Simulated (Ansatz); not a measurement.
**Na(100) with 4 thermally displaced layers, 2x2: scattering by thermal displacements**

Aim: the resistivity of Na at 80 K from frozen thermal displacements between perfect leads. The measured value for the pure metal at this temperature is 0.8 µΩ cm (CRC Handbook of Chemistry and Physics, 84th ed., 2003, Electrical Resistivity of Pure Metals).

Calculated with Ansatz 0.2.0; Ansatz plane-wave DFT, PBE, PAW files; ballistic transport by layer matching (Landauer), zero bias; PAW set soft_1.

## 1. The structure

The cell holds 56 atoms: 56 Na. Its edges and angles: a = 8.581 Å, b = 8.581 Å, c = 30.034 Å, α = 90.0°, β = 90.0°, γ = 90.0°. It derives from Na. Regions: lead, 40 atoms (40 Na); scattering region, 16 atoms (16 Na). The structure is stacked along c, and the current runs across the ab planes.

## 2. With 4 displaced layers

Each atom of 4 layers is moved at random, by amounts drawn from a normal law 0.1497 Å wide in each direction from the Debye model (158 K) at 80 K. The layers about the cell's end stay perfect and serve as the lead. Disorder leaves little or no symmetry, which makes such runs dear. Energies from -0.05 to 0.05 eV in steps of 0.05 eV are too few for the program's thermal sum, so it prints no conductance; for a metal the transmission near the Fermi level serves, at a fraction of the cost.

The input, input.yaml:

```yaml
crystal:
  lattice:
    - [8.5812, 0.0, 0.0]
    - [0.0, 8.5812, 0.0]
    - [0.0, 0.0, 30.0342]
  atoms:
    - { symbol: Na, position: [0.0, 0.0, 0.0357142857] }
    - { symbol: Na, position: [0.0, 0.5, 0.0357142857] }
    - { symbol: Na, position: [0.5, 0.0, 0.0357142857] }
    - { symbol: Na, position: [0.5, 0.5, 0.0357142857] }
    - { symbol: Na, position: [0.25, 0.25, 0.1071428571] }
    - { symbol: Na, position: [0.25, 0.75, 0.1071428571] }
    - { symbol: Na, position: [0.75, 0.25, 0.1071428571] }
    - { symbol: Na, position: [0.75, 0.75, 0.1071428571] }
    - { symbol: Na, position: [0.0, 0.0, 0.1785714286] }
    - { symbol: Na, position: [0.0, 0.5, 0.1785714286] }
    - { symbol: Na, position: [0.5, 0.0, 0.1785714286] }
    - { symbol: Na, position: [0.5, 0.5, 0.1785714286] }
    - { symbol: Na, position: [0.25, 0.25, 0.25] }
    - { symbol: Na, position: [0.25, 0.75, 0.25] }
    - { symbol: Na, position: [0.75, 0.25, 0.25] }
    - { symbol: Na, position: [0.75, 0.75, 0.25] }
    - { symbol: Na, position: [0.0, 0.0, 0.3214285714] }
    - { symbol: Na, position: [0.0, 0.5, 0.3214285714] }
    - { symbol: Na, position: [0.5, 0.0, 0.3214285714] }
    - { symbol: Na, position: [0.5, 0.5, 0.3214285714] }
    - { symbol: Na, position: [0.2521930216, 0.2476957901, 0.3960486945] }
    - { symbol: Na, position: [0.2518296971, 0.7406567052, 0.3946591548] }
    - { symbol: Na, position: [0.7727447329, 0.2665192506, 0.3893500724] }
    - { symbol: Na, position: [0.7279281653, 0.7391286728, 0.3930630912] }
    - { symbol: Na, position: [0.959446164, 0.9961837747, 0.4580767067] }
    - { symbol: Na, position: [0.9872275883, 0.4905068828, 0.4627094298] }
    - { symbol: Na, position: [0.5071797748, 0.0181838093, 0.4636451607] }
    - { symbol: Na, position: [0.5238342374, 0.4883974888, 0.4660374677] }
    - { symbol: Na, position: [0.2657585792, 0.2516397887, 0.532009051] }
    - { symbol: Na, position: [0.2339230086, 0.7420162183, 0.53681163] }
    - { symbol: Na, position: [0.7323899577, 0.2463515012, 0.5349207865] }
    - { symbol: Na, position: [0.7594335797, 0.7537441444, 0.5374852886] }
    - { symbol: Na, position: [0.9885957388, 0.9977392428, 0.6110498054] }
    - { symbol: Na, position: [0.0260488431, 0.4780390274, 0.6146875089] }
    - { symbol: Na, position: [0.523475135, 0.0136278516, 0.608460774] }
    - { symbol: Na, position: [0.4945244706, 0.5254312039, 0.6169118208] }
    - { symbol: Na, position: [0.25, 0.25, 0.6785714286] }
    - { symbol: Na, position: [0.25, 0.75, 0.6785714286] }
    - { symbol: Na, position: [0.75, 0.25, 0.6785714286] }
    - { symbol: Na, position: [0.75, 0.75, 0.6785714286] }
    - { symbol: Na, position: [0.0, 0.0, 0.75] }
    - { symbol: Na, position: [0.0, 0.5, 0.75] }
    - { symbol: Na, position: [0.5, 0.0, 0.75] }
    - { symbol: Na, position: [0.5, 0.5, 0.75] }
    - { symbol: Na, position: [0.25, 0.25, 0.8214285714] }
    - { symbol: Na, position: [0.25, 0.75, 0.8214285714] }
    - { symbol: Na, position: [0.75, 0.25, 0.8214285714] }
    - { symbol: Na, position: [0.75, 0.75, 0.8214285714] }
    - { symbol: Na, position: [0.0, 0.0, 0.8928571429] }
    - { symbol: Na, position: [0.0, 0.5, 0.8928571429] }
    - { symbol: Na, position: [0.5, 0.0, 0.8928571429] }
    - { symbol: Na, position: [0.5, 0.5, 0.8928571429] }
    - { symbol: Na, position: [0.25, 0.25, 0.9642857143] }
    - { symbol: Na, position: [0.25, 0.75, 0.9642857143] }
    - { symbol: Na, position: [0.75, 0.25, 0.9642857143] }
    - { symbol: Na, position: [0.75, 0.75, 0.9642857143] }
kpoints:
  mp_grid: { grid: [3, 3, 1] }
hamiltonian:
  xc: pbe
  pseudopotentials: { kind: paw, azcp: { folder: soft_1 } }
scf:
  occupations: { method: fermi_dirac, width: 0.1 }
output:
  transmission: { leads: [[0, 4]], kmesh: [6, 6], e_range: [-0.05, 0.05], de: 0.05 }
  write_potential: true
  write_density: true
  volumetric_format: npy
  elf: true
```

Started as:

```sh
$ ansatz run input.yaml --threads 4 --pin off --max-ram 15360MiB --backend cpu --events-out ev --progress --plain --runs-dir out
```

Numbers of over 12 decimals in the logs are rounded to 6 here.

The program printed:

```text
Engine: ansatz 0.2.0, aarch64-unknown-linux-gnu
Pseudopotentials: kind: paw
Pseudopotential: Na, paw, valence charge 9, recommended cutoff 420 eV (normal), soft_1/Na.paw.azcp
Functional definition: PBE
  parameter kappa = 0.804
  parameter beta = 0.066725
  exchange = pbe_x(kappa = kappa, mu = beta*pi^2/3)
  correlation = pbe_c(beta = beta)
Crystal: 56 atoms, lattice volume = 2211.628 Å³
Basis set: ecut = 420 eV, 43261 PW (Γ)
Bands: 308, of which v1, the nominal top of the filled ones, is band 252 counted from 1 (251 counted from 0)
Symmetry: 1 space group operations
Space group: P1 (ITA 1), of the structure as read, at distance tolerance 1.3e-4 Å
k-points: 5 of 9 (time reversal used)
Non-local potential: Na, projectors of the file, l = 0: 3, l = 1: 2, l = 2: 1
PAW form: soft (Blöchl's): semilocal exchange-correlation on the pseudo side does not see the compensation charge
PAW one-centre angular grid: Na, 110 points (default); XC on 64 Gauss nodes
Initial density: superposition of atomic densities (chi_scale 0.1, normalization cell)
Initial wavefunctions: pseudopotential atomic-orbital guess
Functional: x = pbe(κ = 0.804, μ = 0.219515), c = pbe(β = 0.066725)
SCF iter   1: F=—  HF=-83239.702353 eV  |F-HF|=—  |Δ(HF+E_count)|=         —  Δρ=4.28e-3  dr2=8.27e-1  ethr=3.10e-3  ⟨swp⟩=5.8  Hψ=6108  notcnv=0
preconditioner: auto → Kerker (q_TF=auto, 2.132 Å⁻¹)  [metal: Δε(μ)=0.014 eV  Ē_g=3.004 eV  σ=0.100 eV  W_gap=0.03  n_scr=348 (ndim 8)  ℏωp=5.9 eV  f_vac=0.000  D(μ)=26.07/eV (n_scr^D=100)]
SCF iter   2: F=—  HF=-83239.626370 eV  |F-HF|=—  |Δ(HF+E_count)|=   7.60e-2  Δρ=2.73e-3  dr2=4.22e-1  ethr=1.64e-4  ⟨swp⟩=1.8  Hψ=1851  notcnv=0  defer=8
SCF iter   3: F=—  HF=-83239.577303 eV  |F-HF|=—  |Δ(HF+E_count)|=   4.91e-2  Δρ=9.06e-4  dr2=3.95e-2  ethr=8.38e-5  ⟨swp⟩=1.0  Hψ=1528  notcnv=0  defer=8
SCF iter   4: F=—  HF=-83239.569717 eV  |F-HF|=—  |Δ(HF+E_count)|=   7.59e-3  Δρ=1.54e-4  dr2=1.19e-3  ethr=7.83e-6  ⟨swp⟩=2.0  Hψ=2456  notcnv=0  defer=8
SCF iter   5: F=—  HF=-83239.569951 eV  |F-HF|=—  |Δ(HF+E_count)|=   2.34e-4  Δρ=3.46e-5  dr2=1.54e-4  ethr=2.36e-7  ⟨swp⟩=2.0  Hψ=1704  notcnv=0  defer=8
SCF iter   6: F=—  HF=-83239.569936 eV  |F-HF|=—  |Δ(HF+E_count)|=   1.48e-5  Δρ=1.82e-5  dr2=1.24e-5  ethr=3.05e-8  ⟨swp⟩=3.0  Hψ=2613  notcnv=0  defer=8
SCF iter   7: F=—  HF=-83239.570029 eV  |F-HF|=—  |Δ(HF+E_count)|=   9.27e-5  Δρ=4.37e-6  dr2=1.05e-6  ethr=2.46e-9  ⟨swp⟩=2.8  Hψ=2747  notcnv=0  defer=12
SCF iter   8: F=—  HF=-83239.570029 eV  |F-HF|=—  |Δ(HF+E_count)|=   5.74e-8  Δρ=2.78e-6  dr2=1.58e-7  ethr=2.07e-10  ⟨swp⟩=2.0  Hψ=2802  notcnv=0  defer=12
SCF iter   9: F=-83239.570029 eV  HF=-83239.570029 eV  |F-HF|=1.61e-8  |Δ(HF+E_count)|=   3.89e-8  Δρ=6.12e-7  dr2=2.96e-8  ethr=1.98e-11  ⟨swp⟩=11.4  Hψ=6296  notcnv=0
SCF 1 converged in 9 iterations: F = -83239.570029 eV  dr2 = 2.96e-8
  greatest PAW one-centre occupation: 0.999 electrons in one spin orbital (limit 2), on the Na atom at site 29 (counted from 0), in its partial waves of l = 0
transmission: 94 of 940 steps passed
transmission: 188 of 940 steps passed
[...]
transmission: 940 of 940 steps passed
SCF converged after 9 iterations
Free energy (F): -83239.570029 eV
Harris-Foulkes:  -83239.570029 eV  (|F-HF|=1.61e-8)
Internal energy: -83238.727925 eV  (E = F + TS)
E sigma→0 (E₀):  -83239.148977 eV
Entropy (-TS):   -0.842104 eV (-15.038 meV/atom)
Fermi energy:    1.385636 eV
--- Per-component energies (eV) ---
  E_band       = -13685.260963
  E_kinetic    = 6316.158633
  E_local      = -90620.899147  (includes V_loc(G=0)·N_el)
  E_nonlocal   = 15575.806302
  E_hartree    = 31598.776349
  E_xc         = -2028.861632
  E_vxc        = -2607.245691  (∫ρ·V_xc dr)
  E_paw        = -16433.365041  (= ΣΔE_a)
  E_vpaw       = -5546.629617  (= ΣTr[D̂ρ^β])
  E_aug_tail   = 0.000909  (compensation charges beyond the density's cutoff)
  E_ewald      = -27646.344300
  E_smearing   = -0.842104  (= −TS)
  E_closure    = -0.000000  (closes the sum)
  Σ components = -83239.570029   (vs F -83239.570029, Δ=0.00e0)
--- Band table (eV; the first three rows and the last of 5) ---
  k-point 0: bands = [... 248 lower, 0.9977, 1.0022, 1.0160, 1.0424, 1.0499, 1.7699, 1.7854, 1.7901, ... 52 higher]
  k-point 1: bands = [... 248 lower, 1.2339, 1.2383, 1.2443, 1.2496, 1.3848, 1.3911, 1.4054, 1.4139, ... 52 higher]
  k-point 2: bands = [... 248 lower, 1.2315, 1.2386, 1.2467, 1.2521, 1.3858, 1.3909, 1.4070, 1.4144, ... 52 higher]
  k-point 4: bands = [... 248 lower, 0.9307, 0.9513, 1.4009, 1.4056, 1.5819, 1.6016, 2.0330, 2.0436, ... 52 higher]
--- Transmission ---
  basis      : 657 plane waves across, 47 finite elements along
  points     : 20, standing for a mesh of 6 x 6
  energies   : 3 from -0.050000 to 0.050000 eV about the Fermi level, 0.050000 eV apart; the leads are filled to 0.000000 eV, and channels, transmission and decay are at 0.000000 eV
  crystal 0  : Na4, at the sites [0, 4], period 2.1453 Å, over 21.45 Å; its Hamiltonian steps by up to 3.8 meV
    offset         : up to 0.0000 Å between an atom of the period and one for which it stands
    channels       : 4.916667e0 a spin
    conductance    : none, the energies end too early or step too widely for 300 K: set another output.transmission.e_range or a lower de, or, where they end at an eighth of basis.ecutwfc, a higher one
  junction   : crystal 0 to crystal 0, 0.70 to 28.59 Å
    transmission   : 4.807781e0 a spin
    conductance    : none, the energies end too early or step too widely for 300 K: set another output.transmission.e_range or a lower de, or, where they end at an eighth of basis.ecutwfc, a higher one
```

The job ended after 38 min (4 threads of Arm Neoverse V1, shared host; peak memory 10 GiB).

In the SCF lines HF is the Harris–Foulkes energy and dr2 the Hartree energy of the density residual, in eV; the loop may stop once dr2 is under the threshold and the program's other checks hold. Hψ counts applications of the Hamiltonian.

This step gave:

* free energy: -83239.5700 eV
* energy at zero smearing: -83239.1490 eV
* Fermi energy: 1.386 eV
* cell area: 73.64 Å²
* transmission per spin nearest the Fermi level: 4.808
* open channels per spin nearest the Fermi level: 4.917
* step of the lead's potential: 3.8 meV

Per spin. Table of transmission, zone mean by energy, zero at the Fermi level:

| energy (eV) | transmission, zone mean |
| --- | --- |
| -0.0500 | 4.79 |
| 0.0000 | 4.81 |
| 0.0500 | 4.82 |

Per spin. The open channels, zone mean, lead stays at 4.92 for energy from -0.05 to 0.05 eV.

Transmission over k1 and k2. At 0.0000 eV from the Fermi level.

Ten even steps from '_' (3.97) to '@' (5.80):
```
____++@@++__
__++@@==@@++
@@@@==++==@@
__++@@==@@++
____++@@++__
______@@____
```
Columns: k1 (b1) from -0.5 to 0.333; rows upwards: k2 (b2) from -0.5 to 0.333.

Open channels over k1 and k2. At 0.0000 eV from the Fermi level.

Ten even steps from '_' (4.00) to '@' (6.00):
```
____++@@++__
__++@@++@@++
@@@@++++++@@
__++@@++@@++
____++@@++__
______@@____
```
Columns: k1 (b1) from -0.5 to 0.333; rows upwards: k2 (b2) from -0.5 to 0.333.

Electrostatic potential energy in the ca plane at fractional y = 0.000, with atoms of Na within 0.2 Å of it. With pseudopotentials it is smooth inside the atoms' cores, unlike the true potential.

Ten even steps from '0' (-65 eV) to '9' (4 eV), each cell a mean:
```
99999830169999998400389999999820069999999610
99999976789999999510489999999974589999999876
99999999999999999866899999999998899999999999
99999999999999999999999999999999999999999999
99999999999999999999999999999999999999999999
99999999999999999999999999999999999999999999
99999999999999999999999999999999999999999999
99999999999999999999999999999999999999999999
99999999999999999999999999999988899999999999
99999975689999999864689999999842489999999865
99999830169999999720179999999710079999999610
99999820059999999710179999999830279999999600
99999852379999999864589999999976799999999742
99999988899999999998999999999999999999999988
99999999999999999999999999999999999999999999
99999999999999999999999999999999999999999999
99999999999999999999999999999999999999999999
99999999999999999999999999999999999999999999
99999999999999999999999999999999999999999999
99999999999999999999999999999999999999999999
99999988899999999999999999999998899999999988
99999852379999999988899999999974589999999742
99999810059999999622699999999820069999999500
```
Columns run along c (16.0 Å, from fractional 0.23 to 0.77 of the cell; values clipped at the 3rd and 97th percentile), rows up along a (8.6 Å). Atoms in or near the plane, at fractional coordinates: Na at (0.32, 0.00), Na at (0.32, 0.50), Na at (0.46, 0.96), Na at (0.46, 0.51), Na at (0.61, 0.99), Na at (0.61, 0.52), Na at (0.75, 0.00), Na at (0.75, 0.50).

ELF in the ca plane at fractional y = 0.000, with atoms of Na within 0.2 Å of it. It is the smooth field of the valence electrons, not physical close to the nuclei.

Ten even steps from '0' (0.03) to '9' (0.59), each cell a mean:
```
58730497870168502965930377620496781068610787
78840058720278501888820478740169840279720268
89873000001589720367301688872002101589851001
89987411125899851000015899986310025899985311
88898866678889986322358999999876679999888766
88899888888888999877899999999999999998888888
88898866677888899876789999999754579999888766
89987310125788886210126899985100014899885210
89873000001578861001001689951024300589851001
68840058720268730278720379830389940278720278
58730497870058610597860168710685870168610787
58720595781058610686860168720597950168601775
68830289950168730279830278730157610378610599
78861024300389851012101588861000001588730034
89985100003789985100014788875210125788873000
99998643357888888644467888877655577888887543
88899888888888888877777777777777788888899888
88899887788888888877777777777777778888899888
99998643357888888766677777777644467888987533
89985100003688886322346777775200014789973000
79861024300378862000014677751002100489840034
68830289950168720144101577630169840178710599
58720595781068500799810367620496781058601874
```
Columns run along c (16.0 Å, from fractional 0.23 to 0.77 of the cell), rows up along a (8.6 Å). Atoms in or near the plane, at fractional coordinates: Na at (0.32, 0.00), Na at (0.32, 0.50), Na at (0.46, 0.96), Na at (0.46, 0.51), Na at (0.61, 0.99), Na at (0.61, 0.52), Na at (0.75, 0.00), Na at (0.75, 0.50).

Valence density in the ca plane at fractional y = 0.000, with atoms of Na within 0.2 Å of it. It is the smooth field of the valence electrons, not physical close to the nuclei.

Ten steps, logarithmic in the rise over the least value, from '0' (0 e/Å³) to '9' (20 e/Å³), each cell a mean:
```
00000168840000001699610000000279840000000479
00000024310000000488510000000036510000000134
00000000000000000144200000000001100000000000
00000000000000000000000000000000000000000000
00000000000000000000000000000000000000000000
00000000000000000000000000000000000000000000
00000000000000000000000000000000000000000000
00000000000000000000000000000000000000000000
00000000000000000001000000000012100000000000
00000024410000000145410000000157610000000135
00000169840000000279730000000389830000000489
00000279840000000279730000000278720000000489
00000157620000000146410000000034300000000267
00000012100000000001000000000000000000000012
00000000000000000000000000000000000000000000
00000000000000000000000000000000000000000000
00000000000000000000000000000000000000000000
00000000000000000000000000000000000000000000
00000000000000000000000000000000000000000000
00000000000000000000000000000000000000000000
00000012100000000000000000000001100000000012
00000157620000000022100000000036510000000267
00000279950000000377400000000279840000000489
```
Columns run along c (16.0 Å, from fractional 0.23 to 0.77 of the cell), rows up along a (8.6 Å). Atoms in or near the plane, at fractional coordinates: Na at (0.32, 0.00), Na at (0.32, 0.50), Na at (0.46, 0.96), Na at (0.46, 0.51), Na at (0.61, 0.99), Na at (0.61, 0.52), Na at (0.75, 0.00), Na at (0.75, 0.50).

Over the solved energies the transmission per spin lies between 4.79 and 4.82, out of 4.92 channels of the lead on average (up to 4.92).

(Part 1 of 2 ends here.)

[Logs are printed without paths, hosts, clocks, repeated set-up lines and the standing remarks that a program may print on its own settings, such as how far it seeks lower states.]

[Hosts, paths, dates, database ids (printed as entryN), source tags and the programs' standing remarks are cut or masked in the printed files.]
